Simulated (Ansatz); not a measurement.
# Phonons of ScCo (Pm-3m) against volume, part 2 of 2

Wanted: mode Grüneisen parameters of ScCo (Pm-3m).

Ansatz 0.2.0; DFT PBEsol, scalar-relativistic, plane waves, PAW; PAW set soft_1.

So far, highest frequency on the path or at a solved wavevector (cm⁻¹): step 2 (response at finite wavevector) 321.

**4. Phonons at the other volume, volume ratio 0.97**

The phonons are repeated at this volume on the same k and q meshes.

input.yaml reads:

```yaml
crystal:
  lattice:
    - [3.0406208267, 0.0, 0.0]
    - [0.0, 3.0406208267, 0.0]
    - [0.0, 0.0, 3.0406208267]
  atoms:
    - { symbol: Sc, position: [0.5, 0.5, 0.5] }
    - { symbol: Co, position: [0.0, 0.0, 0.0] }
kpoints:
  mp_grid: { grid: [16, 16, 16] }
hamiltonian:
  xc: pbesol
  pseudopotentials: { kind: paw, azcp: { folder: soft_1 }, xc_functional: pbe }
scf:
  occupations: { method: methfessel_paxton, width: 0.2 }
output:
  eigenvalues: true
phonons:
  method: dfpt
  qmesh: [4, 4, 4]
  temperatures: { t_max: 1000, t_step: 50 }
  qpath:
    path:
      - [[0.0, 0.0, 0.0], [0.0, 0.5, 0.0], [0.5, 0.5, 0.0], [0.0, 0.0, 0.0], [0.5, 0.5, 0.5], [0.0, 0.5, 0.0]]
      - [[0.5, 0.5, 0.5], [0.5, 0.5, 0.0]]
    npoints: 10
```

Run with:

```bash
$ ansatz run input.yaml --threads 4 --pin off --max-ram 10240MiB --backend cpu --events-out ev --progress --plain --runs-dir out
```

Numbers of over 12 decimals in the logs are rounded to 6 here.

Output:

```text
[...]
Crystal: 2 atoms, lattice volume = 28.112 Å³
Basis set: ecut = 420 eV, 515 PW (Γ), exchange–correlation on 48×48×48 points (8 copies of the dense FFT grid, shifted against one another)
Bands: 18, of which v1, the nominal top of the filled ones, is band 14 counted from 1 (13 counted from 0)
Symmetry: 48 space group operations
k-points: 165 of 4096
[...]
SCF iter   1: F=—  HF=-7205.246252 eV  |F-HF|=—  |Δ(HF+E_count)|=         —  Δρ=1.06e-1  dr2=2.14e0  ethr=3.10e-3  ⟨swp⟩=3.7  Hψ=10765  notcnv=0
[...]
SCF iter   9: F=-7205.082221 eV  HF=-7205.082221 eV  |F-HF|=9.09e-13  |Δ(HF+E_count)|=  1.64e-11  S|Δr|=    0.00e0  Δρ=5.27e-8  dr2=9.37e-13  ethr=1.00e-12  ⟨swp⟩=3.7  Hψ=11861  notcnv=0
the search or the solves at the SCF's close seem to have found levels that the self-consistency loop had missed (the run counts 1). By its estimate they hold under 1e-12 electrons; where the run keeps them, the occupations were computed again with them
SCF 1 converged in 9 iterations: F = -7205.082221 eV  dr2 = 9.37e-13
[...]
SCF iter   5: F=-7205.082221 eV  HF=-7205.082221 eV  |F-HF|=1.82e-12  |Δ(HF+E_count)|=  9.09e-13  S|Δr|=    0.00e0  Δρ=1.23e-7  dr2=3.89e-12  ethr=1.00e-12  ⟨swp⟩=2.0  Hψ=4332  notcnv=0
SCF 2 converged in 5 iterations: F = -7205.082221 eV  dr2 = 3.89e-12
[...]
NSCF: frozen V_eff on 165 k-points
[...]
SCF converged after 9 iterations
[...]
Free energy (F): -7205.082221 eV
[...]
Internal energy: -7205.082377 eV  (E = F + TS)
E sigma→0 (E₀):  -7205.082260 eV
Entropy (-TS):   0.000156 eV (0.078 meV/atom)
Fermi energy:    15.363808 eV
[...]
--- Band table (eV; the first three rows and the last of 165) ---
  k-point 0: bands = [... 10 lower, 12.2169, 14.4090, 14.4090, 14.4090, 17.2972, 17.2972, 20.1192, 20.1192]
  k-point 1: bands = [... 10 lower, 12.2536, 14.4023, 14.4023, 14.4195, 17.2603, 17.3090, 19.9595, 19.9595]
  k-point 2: bands = [... 10 lower, 12.3564, 14.3836, 14.3836, 14.4498, 17.1517, 17.3295, 19.5651, 19.5651]
  k-point 164: bands = [... 10 lower, 13.5552, 14.1504, 14.1504, 14.1504, 15.0882, 15.0882, 20.8543, 20.8543]
[...]
ASR residual: 3.137e-5 → 0.000e0 eV/Å²; symmetrization residual: 1.155e-6 eV/Å²
  ASR residual per site (eV/Å²): 3.14e-5 7.05e-6
  Γ frequencies (cm⁻¹): 0.00 0.00 0.00 233.37 233.37 233.37
--- Phonons (arbitrary-q DFPT): 10 irreducible q on the 4×4×4 mesh ---
[...]
interpolated dispersion: 62 rows × 6 modes
[...]
```

It took 7.3 min on 4 threads of Arm Neoverse V2, shared host; peak memory 3.2 GiB; 28 min of CPU time.

This step gave:

| Property | Result |
| --- | --- |
| sum-rule residual before enforcement | 3.14e-5 eV/Å² |
| highest frequency on the path or at a solved wavevector | 333.5 cm⁻¹ |
| mean frequency | 203.9 cm⁻¹ |
| Debye temperature (second moment) | 395 K |
| logarithmic mean frequency | 194 cm⁻¹ |
| highest optical mode at the zone centre (no LO-TO term) | 233.4 cm⁻¹ |
| lowest optical zone-centre mode | 233.4 cm⁻¹ |
| lowest mode on the q mesh (acoustic modes at Γ apart) | 86.55 cm⁻¹ |
| zero-point energy per atom | 37.91 meV |
| heat capacity at 300 K | 22.92 J/(mol atoms K) |
| vibrational entropy at 300 K | 27.79 J/(mol atoms K) |

Frequencies (cm⁻¹) solved at each irreducible wavevector; negative means imaginary. Frequencies by wavevector, by row:

```
q in reciprocal lattice units  star  mode 1  mode 2  mode 3  mode 4  mode 5  mode 6
                        0 0 0     1       0       0       0   233.4   233.4   233.4
                     0 0 0.25     6    86.5    86.5   145.4   217.1   217.1   294.1
                     0 0 -0.5     3   150.2   150.2   181.8   181.8   194.3   333.5
                  0 0.25 0.25    12   114.9   117.4   184.7   206.4     263   264.9
                  0 0.25 -0.5    12   149.5   161.3   168.4   192.2   247.2   315.1
                  0 -0.5 -0.5     3     147   156.8   156.8   201.8   297.1   297.1
               0.25 0.25 0.25     8   145.4   145.4   192.2   251.1   251.1   253.5
               0.25 0.25 -0.5    12   162.8   176.4   186.2   228.1   246.7   304.1
               0.25 -0.5 -0.5     6   173.4   173.4   195.9   232.1   294.6   294.6
               -0.5 -0.5 -0.5     1   192.8   192.8   192.8   291.8   291.8   291.8
```

The highest optical mode at the zone centre (no LO-TO term) is 233.4 cm⁻¹, +11.3 cm⁻¹ against the base run.

**5. Relaxing at another volume, volume ratio 1.03**

The volume is scaled by 1.03 and held; symmetry leaves nothing to relax, so this is a single point. The modes can then be followed against volume.

input.yaml, the sections that differ from step 4:

```yaml
crystal:
  lattice:
    - [3.1020640643, 0.0, 0.0]
    - [0.0, 3.1020640643, 0.0]
    - [0.0, 0.0, 3.1020640643]
  atoms:
    - { symbol: Sc, position: [0.5, 0.5, 0.5] }
    - { symbol: Co, position: [0.0, 0.0, 0.0] }
output:
  forces: true
  stress: true
  eigenvalues: true
# kpoints, hamiltonian, scf: as in step 4
# phonons: removed
```

Output:

```text
[...]
Crystal: 2 atoms, lattice volume = 29.851 Å³
Basis set: ecut = 420 eV, 587 PW (Γ), exchange–correlation on 48×48×48 points (8 copies of the dense FFT grid, shifted against one another)
Bands: 18, of which v1, the nominal top of the filled ones, is band 14 counted from 1 (13 counted from 0)
Symmetry: 48 space group operations
[...]
k-points: 165 of 4096
[...]
--- Band table (eV; the first three rows and the last of 165) ---
  k-point 0: bands = [... 10 lower, 11.4310, 13.4379, 13.4379, 13.4379, 16.1571, 16.1571, 18.7891, 18.7891]
  k-point 1: bands = [... 10 lower, 11.4628, 13.4314, 13.4314, 13.4476, 16.1242, 16.1663, 18.6429, 18.6429]
  k-point 2: bands = [... 10 lower, 11.5517, 13.4133, 13.4133, 13.4753, 16.0272, 16.1794, 18.2808, 18.2808]
  k-point 164: bands = [... 10 lower, 12.6013, 13.2313, 13.2313, 13.2313, 14.0508, 14.0508, 19.4734, 19.4734]
[key lines of the parts left out:]
SCF converged after 7 iterations
Free energy (F): -7205.083334 eV
Fermi energy:    14.289054 eV
P = ⅓ Tr σ = -3.6968 GPa (-36.968 kbar)
```

The job ended after 1.3 s (4 threads; peak memory 0.38 GiB).

This step gave:

```yaml
pressure: -3.697 GPa
volume_per_atom: 14.93 Å³
```

The run ends at a pressure of -3.70 GPa.

**6. Phonons at the other volume, volume ratio 1.03**

The phonons are repeated at this volume on the same k and q meshes.

Edit input.yaml of step 5 so:

```diff
@@ -16,4 +16,11 @@
 output:
-  forces: true
-  stress: true
   eigenvalues: true
+phonons:
+  method: dfpt
+  qmesh: [4, 4, 4]
+  temperatures: { t_max: 1000, t_step: 50 }
+  qpath:
+    path:
+      - [[0.0, 0.0, 0.0], [0.0, 0.5, 0.0], [0.5, 0.5, 0.0], [0.0, 0.0, 0.0], [0.5, 0.5, 0.5], [0.0, 0.5, 0.0]]
+      - [[0.5, 0.5, 0.5], [0.5, 0.5, 0.0]]
+    npoints: 10
```

Output:

```text
[...]
Crystal: 2 atoms, lattice volume = 29.851 Å³
Basis set: ecut = 420 eV, 587 PW (Γ), exchange–correlation on 48×48×48 points (8 copies of the dense FFT grid, shifted against one another)
Bands: 18, of which v1, the nominal top of the filled ones, is band 14 counted from 1 (13 counted from 0)
Symmetry: 48 space group operations
k-points: 165 of 4096
[...]
k-point 164: bands = [... 10 lower, 12.6013, 13.2313, 13.2313, 13.2313, 14.0508, 14.0508, 19.4734, 19.4734]
[...]
ASR residual: 9.992e-6 → 0.000e0 eV/Å²; symmetrization residual: 2.163e-6 eV/Å²
  ASR residual per site (eV/Å²): 9.99e-6 8.22e-6
  Γ frequencies (cm⁻¹): 0.00 0.00 0.00 211.08 211.08 211.08
--- Phonons (arbitrary-q DFPT): 10 irreducible q on the 4×4×4 mesh ---
[...]
interpolated dispersion: 62 rows × 6 modes
[...]
[key lines of the parts left out:]
SCF converged after 9 iterations
Free energy (F): -7205.083334 eV
Fermi energy:    14.289057 eV
```

Elapsed: 7.6 min, on 4 threads; peak memory 3.3 GiB.

This step gave:

- sum-rule residual before enforcement: 9.99e-6 eV/Å²
- highest frequency on the path or at a solved wavevector: 309.1 cm⁻¹
- mean frequency: 187.2 cm⁻¹
- Debye temperature (second moment): 362 K
- logarithmic mean frequency: 178.5 cm⁻¹
- highest optical mode at the zone centre (no LO-TO term): 211.1 cm⁻¹
- lowest optical zone-centre mode: 211.1 cm⁻¹
- lowest mode on the q mesh (acoustic modes at Γ apart): 80.19 cm⁻¹
- zero-point energy per atom: 34.82 meV
- heat capacity at 300 K: 23.22 J/(mol atoms K)
- vibrational entropy at 300 K: 29.71 J/(mol atoms K)

The highest optical mode at the zone centre (no LO-TO term) is 211.1 cm⁻¹, -11.0 cm⁻¹ against the base run.

**7. Grüneisen parameters**

The Grüneisen parameter of a mode is minus the logarithmic change of its frequency with volume, −d ln ω / d ln V; weighted by heat capacity it gives the expansion.

Numbers from this step:

- bulk modulus: 133.3 GPa

The phonon branches at the labelled points (cm⁻¹):

| point | branch 1 | branch 2 | branch 3 | branch 4 | branch 5 | branch 6 |
| --- | --- | --- | --- | --- | --- | --- |
| Γ | 0 | 0 | 0 | 222 | 222 | 222 |
| halfway | 83 | 83 | 139 | 207 | 207 | 282 |
| X | 144 | 144 | 175 | 175 | 185 | 321 |
| halfway | 143 | 156 | 162 | 185 | 235 | 302 |
| M | 140 | 152 | 152 | 195 | 283 | 283 |
| halfway | 112 | 113 | 176 | 198 | 250 | 255 |
| Γ | 0 | 0 | 0 | 222 | 222 | 222 |
| halfway | 140 | 140 | 185 | 239 | 239 | 243 |
| R | 183 | 183 | 183 | 282 | 282 | 282 |
| halfway | 157 | 170 | 178 | 220 | 234 | 291 |
| X | 144 | 144 | 175 | 175 | 185 | 321 |
| jump to R | 183 | 183 | 183 | 282 | 282 | 282 |
| halfway | 166 | 166 | 188 | 224 | 282 | 282 |
| M | 140 | 152 | 152 | 195 | 283 | 283 |

The same for volume x 0.97:

| point | branch 1 | branch 2 | branch 3 | branch 4 | branch 5 | branch 6 |
| --- | --- | --- | --- | --- | --- | --- |
| Γ | 0 | 0 | 0 | 233 | 233 | 233 |
| X | 150 | 150 | 182 | 182 | 194 | 334 |
| M | 147 | 157 | 157 | 202 | 297 | 297 |
| Γ | 0 | 0 | 0 | 233 | 233 | 233 |
| R | 193 | 193 | 193 | 292 | 292 | 292 |
| X | 150 | 150 | 182 | 182 | 194 | 334 |
| R | 193 | 193 | 193 | 292 | 292 | 292 |
| M | 147 | 157 | 157 | 202 | 297 | 297 |

The same for volume x 1.03:

```csv
point,branch 1,branch 2,branch 3,branch 4,branch 5,branch 6
Γ,0,0,0,211,211,211
X,138,138,168,168,177,309
M,134,146,146,189,269,269
Γ,0,0,0,211,211,211
R,174,174,174,272,272,272
X,138,138,168,168,177,309
R,174,174,174,272,272,272
M,134,146,146,189,269,269
```

The first set of phonon branches as a text plot (rows in cm⁻¹):

```
    327 |       **                                       *
    313 |     **  **                                  ***
    299 |    *      *                                *
    285 |   *        *****                   ********     *******
    271 |             *  **                **    *
    257 |           **     ***           ***      *        *
    243 |  *                 ***        ***        *        *
    229 |**                    *** *****            *        *
    215 |***       *           ****                 **
    201 |   **    *    *     **                      ***        *
    188 |     **** **** *****           *    ******     ********
    174 |     *****       *  *         * ****    ********* ** *
    160 |    *    ***** **    *          **        **  *     ***
    146 |   *  ***********           ** *            *****      *
    132 |                 ***  *
    118 |     *              *         *
    104 |    *                      *
     90 |  *                  * *    **
     76 |   *                  *
     63 | *                         *
     49 |  *                    ** *
     35 |**                      * *
     21 |*                       *
      7 |                         *
         Γ      X      M          Γ            R        X|R     M
```

Mode Grueneisen parameter -dln(w)/dln(V), modes matched by rank; at Γ the acoustic branches take the value of a neighbouring point of the path. Mode grüneisen parameters along the path, in :

| point | branch 1 | branch 2 | branch 3 | branch 4 | branch 5 | branch 6 |
| --- | --- | --- | --- | --- | --- | --- |
| Γ | 1.33 | 1.33 | 1.27 | 1.67 | 1.67 | 1.67 |
| halfway | 1.28 | 1.28 | 1.44 | 1.57 | 1.57 | 1.39 |
| X | 1.45 | 1.45 | 1.28 | 1.28 | 1.56 | 1.27 |
| halfway | 1.53 | 1.04 | 1.32 | 1.21 | 1.75 | 1.44 |
| M | 1.61 | 1.18 | 1.18 | 1.10 | 1.66 | 1.66 |
| halfway | 0.97 | 1.25 | 1.56 | 1.48 | 1.76 | 1.28 |
| Γ | 1.29 | 0.68 | 1.53 | 1.67 | 1.67 | 1.67 |
| halfway | 1.17 | 1.17 | 1.34 | 1.60 | 1.60 | 1.43 |
| R | 1.70 | 1.70 | 1.70 | 1.18 | 1.18 | 1.18 |
| halfway | 1.14 | 1.21 | 1.55 | 1.21 | 1.77 | 1.45 |
| X | 1.45 | 1.45 | 1.28 | 1.28 | 1.56 | 1.27 |
| jump to R | 1.70 | 1.70 | 1.70 | 1.18 | 1.18 | 1.18 |
| halfway | 1.44 | 1.44 | 1.43 | 1.26 | 1.45 | 1.45 |
| M | 1.61 | 1.18 | 1.18 | 1.10 | 1.66 | 1.66 |

The mode Grüneisen parameters as a text plot (rows in , shown from 0.8 to 1.8 only):

```
   1.76 |         *          *                      *
   1.72 |           *     *** **              ***
   1.68 |**          *****      ********     *  **        *
   1.64 |* *            *       ** ****     **    *     *      **
   1.60 | *      *    ***     **   *    *        * *       *  *
   1.55 |   *  **   **   *   ** *      *         *  *    *      *
   1.51 |  * **    **           ***      ***                *
   1.47 |    **   *       *  *           ****     *  *         *
   1.43 |   *   **         **       *   *         ****  **   *
   1.39 |   *  * * *      ***  *            *     *   *     * *
   1.35 |* * * *  *       *             ****           **
   1.30 | *  **   ***         *****        *     * *  * *  *
   1.26 |****  ****  *   **  *       ***    *    *      **   **
   1.22 |          *  *                  **  *  *   ****    * **
   1.18 |           *  ****             *    ******* *    **   **
   1.14 |            **  *                          *  *
   1.10 |           *  **                                       *
   1.06 |         *
   1.01 |          *       **          *             **
   0.97 |                    *
   0.93 |                            **
   0.89 |
   0.85 |                          **
   0.81 |                     *
         Γ      X      M          Γ            R        X|R     M
```

(dS/dlnV)/C_V. The thermodynamic Grueneisen parameter by temperature:

```csv
temperature (K),thermodynamic Grueneisen parameter
50,1.28
100,1.35
150,1.37
200,1.38
250,1.38
300,1.38
350,1.38
400,1.39
450,1.39
500,1.39
550,1.39
600,1.39
650,1.39
700,1.39
750,1.39
800,1.39
850,1.39
900,1.39
950,1.39
1000,1.39
```

Gamma C_V/(B V) at the static volume. Volume expansion against temperature:

| temperature (K) | volume expansion (1e-6/K) |
| --- | --- |
| 50 | 4.64 |
| 100 | 15.9 |
| 150 | 21.9 |
| 200 | 24.9 |
| 250 | 26.5 |
| 300 | 27.4 |
| 350 | 28.0 |
| 400 | 28.4 |
| 450 | 28.7 |
| 500 | 28.9 |
| 550 | 29.0 |
| 600 | 29.1 |
| 650 | 29.2 |
| 700 | 29.3 |
| 750 | 29.4 |
| 800 | 29.4 |
| 850 | 29.4 |
| 900 | 29.5 |
| 950 | 29.5 |
| 1000 | 29.5 |

**8. What came out**

```
bulk modulus                               : 133 GPa
thermodynamic Grüneisen parameter at 300 K : 1.383
volume expansion at 300 K, estimated       : 27.43 × 10⁻⁶ K⁻¹
```

**Reading.** By this estimate the volume grows by 27.4 × 10⁻⁶ per kelvin at 300 K. The highest optical mode at Γ goes from 233 to 211 cm⁻¹ as the cell grows, a Grüneisen parameter of 1.67. Mode parameters on the path run from 0.68 to 1.9, with a median of 1.4. Branches are matched by rank, so values near crossings are rough. The expansion is the Grüneisen estimate at the static volume, with the static bulk modulus. Some magnetic starts kept moments in single points, but the one carried on lost them, and the others were not relaxed, so the runs shown are non-magnetic; if the real compound is magnetic, its cell and modes can differ much. With no gap, or one that is small against the smearing, the frequencies hang on the k mesh and the smearing, most of all near Kohn anomalies. The phonon runs are without spin polarisation, although Co often carries a moment. The PAW files were made for PBE and serve the other functionals too.

[Logs are printed without paths, hosts, clocks, repeated set-up lines and the standing remarks that a program may print on its own settings, such as how far it seeks lower states.]

[Hosts, paths, dates, database ids (printed as entryN), source tags and the programs' standing remarks are cut or masked in the printed files.]
